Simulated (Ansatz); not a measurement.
# TaZnNi6, from a guessed structure to a relaxed one, part 2 of 2

This structure for TaZnNi6 is made up. Its elements were placed in a known structure type with a cell scaled to their sizes. What cell does the guess relax to, and how far off was it?

Ansatz 0.2.0; DFT, PBEsol, plane-wave PAW, files of the set soft_1, scalar-relativistic, ferromagnetic start, cell and ions relaxed at zero pressure; PAW set soft_1 (the session's first sound run).

So far: Starting point; Relaxation of the guess. The relaxed cell has a = 3.598, c = 7.029 Å (conventional setting).

## Step 3: Electronic structure of the relaxed cell

With the geometry fixed, one more self-consistent run, with a narrower smearing and the mesh shown in its input, gives the bands, and its pressure, and its forces where symmetry allows any, show how far the geometry depends on these settings.

This step: DFT, PBEsol, plane-wave PAW, files of the set soft_1, scalar-relativistic, no spin, bands and density of states at the relaxed cell; PAW set soft_1 (Ansatz 0.2.0).

The input, input.yaml:

```yaml
crystal:
  lattice:
    - [3.5977057884, 0.0, 0.0]
    - [0.0, 3.5977057884, 0.0]
    - [0.0, 0.0, 7.0291256014]
  atoms:
    - { symbol: Ta, position: [0.0, 0.0, 0.5] }
    - { symbol: Zn, position: [0.0, 0.0, 0.0] }
    - { symbol: Ni, position: [0.0, 0.5, 0.7544476098] }
    - { symbol: Ni, position: [0.0, 0.5, 0.2455523902] }
    - { symbol: Ni, position: [0.5, 0.0, 0.7544476098] }
    - { symbol: Ni, position: [0.5, 0.0, 0.2455523902] }
    - { symbol: Ni, position: [0.5, 0.5, 0.5] }
    - { symbol: Ni, position: [0.5, 0.5, 0.0] }
kpoints:
  mp_grid: { grid: [8, 8, 6] }
  band_path:
    path:
      - [[0.0, 0.0, 0.0], [0.0, 0.5, 0.0], [0.5, 0.5, 0.0], [0.0, 0.0, 0.0], [0.0, 0.0, 0.5], [0.0, 0.5, 0.5], [0.5, 0.5, 0.5], [0.0, 0.0, 0.5]]
      - [[0.0, 0.5, 0.0], [0.0, 0.5, 0.5]]
      - [[0.5, 0.5, 0.0], [0.5, 0.5, 0.5]]
    npoints: 8
scf:
  occupations: { method: fermi_dirac, width: 0.03 }
  n_extra_bands: 12
hamiltonian:
  xc: pbesol
  pseudopotentials: { kind: paw, azcp: { folder: soft_1 }, xc_functional: pbe }
output:
  forces: true
  stress: true
  write_bands: true
  dos: { projected: true }
  write_density: true
  write_potential: true
  elf: true
  volumetric_format: npy
```

Launch:

```bash
$ ansatz run input.yaml --threads 4 --pin off --max-ram 10240MiB --backend cpu --events-out ev --progress --plain --runs-dir out
```

Numbers of over 12 decimals in the logs are rounded to 6 here.

What it wrote:

```text
[...]
Crystal: 8 atoms, lattice volume = 90.981 Å³
Basis set: ecut = 420 eV, 1751 PW (Γ), exchange–correlation on 50×50×96 points (8 copies of the dense FFT grid, shifted against one another)
Bands: 79, of which v1, the nominal top of the filled ones, is band 67 counted from 1 (66 counted from 0)
Symmetry: 16 space group operations
[...]
k-points: 60 of 384
[...]
SCF iter   1: F=—  HF=-47922.196949 eV  |F-HF|=—  |Δ(HF+E_count)|=         —  Δρ=6.50e-2  dr2=9.29e0  ethr=3.10e-3  ⟨swp⟩=6.0  Hψ=17061  notcnv=0  defer=7
[...]
SCF iter  11: F=-47920.701971 eV  HF=-47920.701971 eV  |F-HF|=6.50e-8  |Δ(HF+E_count)|=   2.73e-8  Δρ=1.25e-5  dr2=8.91e-8  ethr=7.52e-11  ⟨swp⟩=14.0  Hψ=39437  notcnv=0
SCF 1 converged in 11 iterations: F = -47920.701971 eV  dr2 = 8.91e-8
[...]
NSCF: frozen V_eff on 75 k-points
SCF converged after 11 iterations
Free energy (F): -47920.701971 eV
[...]
Internal energy: -47920.682582 eV  (E = F + TS)
E sigma→0 (E₀):  -47920.692276 eV
Entropy (-TS):   -0.019389 eV (-2.424 meV/atom)
Fermi energy:    18.323968 eV
[...]
--- Forces (eV/Å), atoms counted from 1 ---
  atom   1  Ta    -0.00000000     0.00000000     0.00000000
  atom   2  Zn     0.00000000     0.00000000     0.00000000
  atom   3  Ni     0.00000000     0.00000000    -0.00368370
  atom   4  Ni     0.00000000     0.00000000     0.00368370
  atom   5  Ni     0.00000000     0.00000000    -0.00368370
  atom   6  Ni     0.00000000     0.00000000     0.00368370
  atom   7  Ni     0.00000000     0.00000000     0.00000000
  atom   8  Ni     0.00000000     0.00000000     0.00000000
  max |Σ_I F_I| component: 8.87e-29 eV/Å
--- Stress (GPa, compression-positive) ---
        0.043248       0.000000       0.000000
        0.000000       0.043248       0.000000
        0.000000       0.000000      -0.236771
  P = ⅓ Tr σ = -0.0501 GPa (-0.501 kbar)
--- Band table (eV; the first three rows and the last of 60) ---
  k-point 0: bands = [... 63 lower, 18.3297, 18.4154, 18.4154, 19.9646, 20.2522, 20.2522, 20.3887, 20.3887, ... 8 higher]
  k-point 1: bands = [... 63 lower, 18.2599, 18.3281, 18.3296, 19.7533, 19.7533, 19.9663, 20.0773, 21.0174, ... 8 higher]
  k-point 2: bands = [... 63 lower, 17.9911, 18.3284, 18.3293, 19.1739, 19.4586, 19.4586, 19.9698, 21.1040, ... 8 higher]
  k-point 59: bands = [... 63 lower, 17.7769, 18.0772, 18.1426, 18.5543, 18.8818, 18.8818, 19.4965, 19.4965, ... 8 higher]
```

It took 10 s on 4 threads of AMD EPYC 9B14 (Zen 4), shared host; peak memory 0.85 GiB; 35 s of CPU time.

In the SCF lines HF is the Harris–Foulkes energy and dr2 the Hartree energy of the density residual, in eV; the loop may stop once dr2 is under the threshold and the program's other checks hold. Hψ counts applications of the Hamiltonian.

Numbers from this step:

| Property | Result |
| --- | --- |
| free energy | -47920.7020 eV |
| energy at zero smearing | -47920.6923 eV |
| smearing term TS | 0.01939 eV |
| Fermi energy | 18.32 eV |
| pressure | -0.05009 GPa |

From bands.tsv, the bands that come nearest the Fermi level along the path, at its corners, in eV from the Fermi level:

```
point  band 63  band 64  band 65  band 66  band 67  band 68  band 69  band 70
    Γ     0.00     0.01     0.09     0.09     1.64     1.93     1.93     2.06
    X    -0.92    -0.86    -0.79    -0.44     0.12     0.85     1.26     1.28
    M    -0.42    -0.37    -0.37    -0.27    -0.16    -0.16    -0.08     1.23
    Γ     0.00     0.01     0.09     0.09     1.64     1.93     1.93     2.06
    Z    -0.40    -0.24     0.00     0.00     0.00     1.05     1.05     1.65
    R    -0.71    -0.62    -0.62    -0.53    -0.35     1.00     1.03     1.17
    A    -0.75    -0.55    -0.25    -0.18     0.23     0.56     0.56     1.17
    Z    -0.40    -0.24     0.00     0.00     0.00     1.05     1.05     1.65
    X    -0.92    -0.86    -0.79    -0.44     0.12     0.85     1.26     1.28
    R    -0.71    -0.62    -0.62    -0.53    -0.35     1.00     1.03     1.17
    M    -0.42    -0.37    -0.37    -0.27    -0.16    -0.16    -0.08     1.23
    A    -0.75    -0.55    -0.25    -0.18     0.23     0.56     0.56     1.17
```

States per cell as run, both spins, in windows of 1 eV, from dos.tsv (zero at the Fermi level): Near the top, bands beyond those computed are missing, so counts there can be too low.

```csv
from,to,total
-8,-7,2.42
-7,-6,9.57
-6,-5,2.03
-5,-4,4.89
-4,-3,8.82
-3,-2,16.04
-2,-1,17.90
-1,0,14.75
0,1,2.10
1,2,6.30
2,3,2.87
3,4,3.12
4,5,1.91
5,6,1.48
```

Below -8 eV lie 56.7 more states.

Electrostatic potential energy in the ac plane at fractional y = 0.000, with atoms of Ta and Zn and Ni within 0.2 Å of it. With pseudopotentials it is smooth inside the atoms' cores, unlike the true potential.

Ten even steps from '0' (-45 eV) to '9' (21 eV), each cell a mean:
```
00369999998520
23589999999742
67899877789987
99998666668999
99986689867999
99986799966999
99986689867999
88997666668998
66788877788876
33578999998753
00258999997520
00157999987410
00258999997420
12468999998632
56788888888876
88888766678888
99986678767999
99986799966999
99986699867999
99997667668999
78899876789988
34689999999864
01379999998620
00269999998510
```
Columns run along a (3.6 Å; values clipped at the 3rd and 97th percentile), rows up along c (7.0 Å). Atoms in or near the plane, at fractional coordinates: Ta at (0.00, 0.50), Zn at (0.00, 0.00), Ni at (0.50, 0.75), Ni at (0.50, 0.25).

ELF in the ac plane at fractional y = 0.000, with atoms of Ta and Zn and Ni within 0.2 Å of it. It is the smooth field of the valence electrons, not physical close to the nuclei.

Ten even steps from '0' (0.00) to '9' (0.96), each cell a mean:
```
00012222222100
00112221222110
11222111112221
22221223211222
22212478631122
33212599842223
22222478632232
11222234322221
33222222222223
76522322222356
46741233322576
04751233312673
35741233322575
77632233322467
44222222222234
11222222222221
22322367532222
23222599842223
22212489731122
22211245421222
11221111111221
01122211122211
00012222222100
00012222221100
```
Columns run along a (3.6 Å), rows up along c (7.0 Å). Atoms in or near the plane, at fractional coordinates: Ta at (0.00, 0.50), Zn at (0.00, 0.00), Ni at (0.50, 0.75), Ni at (0.50, 0.25).

Valence density in the ac plane at fractional y = 0.000, with atoms of Ta and Zn and Ni within 0.2 Å of it. It is the smooth field of the valence electrons, not physical close to the nuclei.

Ten steps, logarithmic in the rise over the least value, from '_' (0 e/Å³) to '@' (55 e/Å³), each cell a mean:
```
%%**--..______________..==**
==--..________________..::--
....________......________..
________..::--==--::________
________::++##%%##==..______
________--**@@@@%%++::______
________::++##%%##==..______
________..--==++==::..______
......____........______....
----::..______________..::--
======::____________..::====
======::____________..--====
======::____________..::====
====--..______________::--==
::::..______......______..::
________..::----::..________
________::==####**==..______
________::**%%@@%%++::______
________::++%%@@##++..______
________..--++**++--..______
__________........__________
::::..__________________..::
##++--..______________..--**
@@##==..______________::++%%
```
Columns run along a (3.6 Å), rows up along c (7.0 Å). Atoms in or near the plane, at fractional coordinates: Ta at (0.00, 0.50), Zn at (0.00, 0.00), Ni at (0.50, 0.75), Ni at (0.50, 0.25).

## Step 4: Outcome

| Property | Result |
| --- | --- |
| space group, relaxed | P4/mmm |
| conventional cell | a = 3.598, b = 3.598, c = 7.029 Å; α = 90.0°, β = 90.0°, γ = 90.0° |
| volume per atom | 11.37 Å³ (guess 11.51) |
| total moment | 0.00 μB in the cell of 8 atoms |

**Reading.** TaZnNi6 relaxes to P4/mmm with a = 3.598, b = 3.598 and c = 7.029 Å. The guessed volume was near the relaxed one. The space group P4/mmm was held in the relaxation, so the end point is a stationary structure within it and may be a saddle against distortions or other arrangements. The moments died out from this one start and weren't seeded again at the relaxed cell. Bands cross the Fermi level, so it is a metal or semimetal at this level. The electron count is odd, which forces that without spin polarisation or a larger cell. On the 8×8×6 mesh with the narrower smearing (relaxed on 7×7×4) the largest force component is 0.004 eV/Å and the largest stress component is 0.237 GPa, against the relaxation's thresholds of 0.015 eV/Å and 0.05 GPa. The cutoff wasn't tested. Spin-orbit coupling is left out, which can matter for elements this heavy. No dispersion term is used, so weakly bound directions may come out too long. Nothing here tests whether the compound is stable against decomposition.

[Logs are printed without paths, hosts, clocks, repeated set-up lines and the standing remarks that a program may print on its own settings, such as how far it seeks lower states.]

[Hosts, paths, dates, database ids (printed as entryN), source tags and the programs' standing remarks are cut or masked in the printed files.]
